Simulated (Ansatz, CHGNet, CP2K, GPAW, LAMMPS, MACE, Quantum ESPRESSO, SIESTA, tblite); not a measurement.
**How far do other methods lie from plane waves? Amorphous 43Bi2O3-57BaO (mol %) (99 atoms)**

One geometry of amorphous 43Bi2O3-57BaO (mol %) (99 atoms) is solved by several programs and methods. How far do their forces lie from a plane-wave PBE run?

Results are calculated, not measured.

## 1. The cell

The cell holds 99 atoms (26 Bi, 17 Ba and 56 O), with edges of 11.97, 11.97 and 11.97 Å. Recipe: 99 atoms (26 Gd, 17 Ba, 56 O) placed at random at 7.52 g/cm³, melted at 5000 K for 10 ps at fixed volume with the Morse and Coulomb pair potential with partial charges (Pedone, Malavasi, Menziani, Cormack and Segre, J. Phys. Chem. B 110, 11780 (2006)). Quenched from 5000 K to 300 K at 50 K/ps and fixed volume, held 5 ps, then minimised at fixed cell. Then Gd was replaced by Bi and the cell scaled by 1.02 (the potential has no terms for the new elements, so the cell is a start for a DFT relaxation). The density is 8.39 g/cm³.

## 2. The reference input

Quantum ESPRESSO 7.5: Kohn-Sham DFT, PBE, SSSP efficiency 1.3.0 pseudopotentials, plane waves. Its input, pw.in:

```
&control
  calculation = 'scf'
  pseudo_dir = './pseudo'
  outdir = './tmp'
  disk_io = 'none'
  tprnfor = .true.
  tstress = .true.
/
&system
  ibrav = 0
  nat = 99
  ntyp = 3
  ecutwfc = 60
  ecutrho = 480
  nosym = .true.
  occupations = 'smearing'
  smearing = 'fd'
  degauss = 0.003675
/
&electrons
  conv_thr = 5.0e-07
  electron_maxstep = 100
  mixing_beta = 0.4
  mixing_mode = 'plain'
  diagonalization = 'david'
/
ATOMIC_SPECIES
Bi 208.980 Bi.upf
Ba 137.327 Ba.upf
O 15.999 O.upf
CELL_PARAMETERS angstrom
11.97103 0.00000 0.00000
0.00000 11.97103 0.00000
0.00000 0.00000 11.97103
ATOMIC_POSITIONS crystal
Bi 0.24794 0.26875 0.69696
Bi 0.87622 0.99619 0.33400
Bi 0.10444 0.03750 0.78540
Bi 0.09436 0.24244 0.37878
[... 93 atom lines left out ...]
O 0.17386 0.77981 0.49280
O 0.76328 0.51542 0.53227
K_POINTS gamma
```

```console
$ OMP_NUM_THREADS=1 pw.x -in pw.in > output.txt
```

It took 48 min on 1 thread of Arm Neoverse V1, shared host; peak memory 5.7 GiB.

It converged with an r.m.s. force component of 0.56 eV/Å and a pressure of 7.4 GPa.

Its highest filled and lowest empty levels lie 1.23 eV apart on its k-points.

## 3. What was run beside it

- CHGNet: machine-learned potential, published weights.
- CP2K 2026.2: Gaussian basis with GTH pseudopotentials and a plane-wave density; labels give functional, basis (MOLOPT sets; SR short-range, UZH the newer set with its own potentials), grid cutoff/relative cutoff and solver (OT: orbital transformation; TRS4, TC2, SIGN: linear-scaling purification with its sparsity filter), or its built-in tight binding.
- GPAW 26.7.0: PAW with atomic orbitals (LCAO), plane waves or a real-space grid of spacing h.
- MACE: machine-learned potential, published weights.
- SIESTA 5.4.2: numerical atomic orbitals, whose automatically made sets are far from complete, with PseudoDojo norm-conserving potentials that we converted to its format (checked against plane waves on the same files for H, C, O, Si, Ge and Ca alone); labels give functional, basis size, energy shift and mesh cutoff.

All use the same cell and atoms, and the electronic-structure runs the same k-mesh.

## 4. All runs compared

Differences are against the reference: forces as r.m.s. over components, share as that over the reference's r.m.s. force, slope as the fitted ratio of a run's forces to the reference's.

```csv
run,"Δ force, r.m.s. (meV/Å)",share (%),slope,Δ pressure (GPa),Δ gap (eV),cores,CPU time,memory (GiB)
reference,-,-,-,-,-,1,48 min,5.7
CHGNet 0.3.0 potential,161,28.9,0.876,-0.584,-,1,4.6 s,0.99
CHGNet r2SCAN potential,203,36.4,0.730,-3.18,-,1,4.5 s,0.99
"CP2K PBE, DZVP-MOLOPT-SR, 600/50 Ry, OT DIIS",104,18.7,1.108,3.40,-0.124,2,19 min,2.6
"GPAW PBE, LCAO dzp, h 0.18 Å",98.6,17.7,1.110,-,-0.0524,1,15 min,3.1
"GPAW PBE, LCAO dzp, h 0.18 Å, other mixer settings",97.3,17.5,1.108,-,-0.0527,2,20 min,3.5
"GPAW PBE, LCAO szp(dzp), h 0.18 Å (coarse)",165,29.6,1.172,-,-0.227,1,9.6 min,2.9
MACE MPA-0 medium potential,135,24.2,0.871,0.357,-,1,9.5 s,1.0
"SIESTA PBE, DZ, shift 0.01 Ry, mesh 500 Ry (coarse)",385,69.1,1.481,-2.42,0.0032,2,3.6 min,1.7
"SIESTA PBE, DZP, shift 0.01 Ry, mesh 150 Ry (coarse)",309,55.4,1.324,1.58,0.0074,2,2.2 min,0.94
```

Rows marked coarse were listed beforehand as settings not expected to be converged; some can still land near the reference.

Times of the machine-learned potentials are mostly Python's start and the loading of weights.

Runs without a result: tblite GFN1-xTB (ended with an error or stopped unconverged).

CPU time is summed over cores on shared hosts, so it is rough.

## 5. What came out

Forces lie from 17 % (GPAW PBE, LCAO dzp, h 0.18 Å, other mixer settings) to 69 % (SIESTA PBE, DZ, shift 0.01 Ry, mesh 500 Ry, coarse) of the reference's r.m.s. force of 0.56 eV/Å away from it. The PBE runs in local orbitals, coarse settings apart, differ by 17 % (GPAW PBE, LCAO dzp, h 0.18 Å, other mixer settings) to 19 % (CP2K PBE, DZVP-MOLOPT-SR, 600/50 Ry, OT DIIS); basis, grid and potentials can all enter. Machine-learned potentials differ by 24 % (MACE MPA-0 medium potential) to 36 % (CHGNet r2SCAN potential); they were trained on other programs' data, some at another functional. Runs with settings chosen to be coarse differ by 30 % (GPAW PBE, LCAO szp(dzp), h 0.18 Å) to 69 % (SIESTA PBE, DZ, shift 0.01 Ry, mesh 500 Ry), their programs' other errors included.

GPAW PBE, LCAO szp(dzp), h 0.18 Å stiffens the forces by a factor of 1.17 while following their directions (correlation 0.979); the slopes of the 3 GPAW runs lie between 1.11 and 1.17. Pressures at PBE, coarse settings apart, lie +3.40 GPa from the reference's. Gaps at PBE, coarse settings apart, lie -0.12 to -0.05 eV from the reference's.

Caveats: The potentials hold different valence shells: 896 electrons in the reference, 636 in CP2K with DZVP-MOLOPT-SR; this bears on time and differences. The reference's pressure holds the uncorrected Pulay stress of its 60 Ry basis, so small pressure differences may be the reference's own error. Machine-learned potentials mimic data converged in k, so the reference's own k-point error enters their differences. The quench rate of 50 K/ps is many orders above laboratory rates, so the cell is likely richer in defects and strain than a real sample. The network of bonds at the start is that of the classical potential that made the cell, and needn't be the one that DFT or experiment would give. The electronic-structure runs sample only Γ, in a cell whose shortest periodic width is 12 Å. Spin–orbit coupling is left out, which matters for the levels of the heavy elements. The reference's pressure of 7.4 GPa reflects the volume that the recipe set, positions that aren't this level's minimum and the basis. Where levels are smeared, the DFT runs use Fermi–Dirac occupations at 580 K (0.05 eV), and energies are free energies. The reference's cutoffs and mesh weren't converged further here.

[Logs are printed without paths, hosts, clocks, repeated set-up lines and the standing remarks that a program may print on its own settings, such as how far it seeks lower states.]

[Hosts, paths, dates, database ids (printed as entryN), source tags and the programs' standing remarks are cut or masked in the printed files.]

[Cells were taken only where this reference lay near another plane-wave run.]
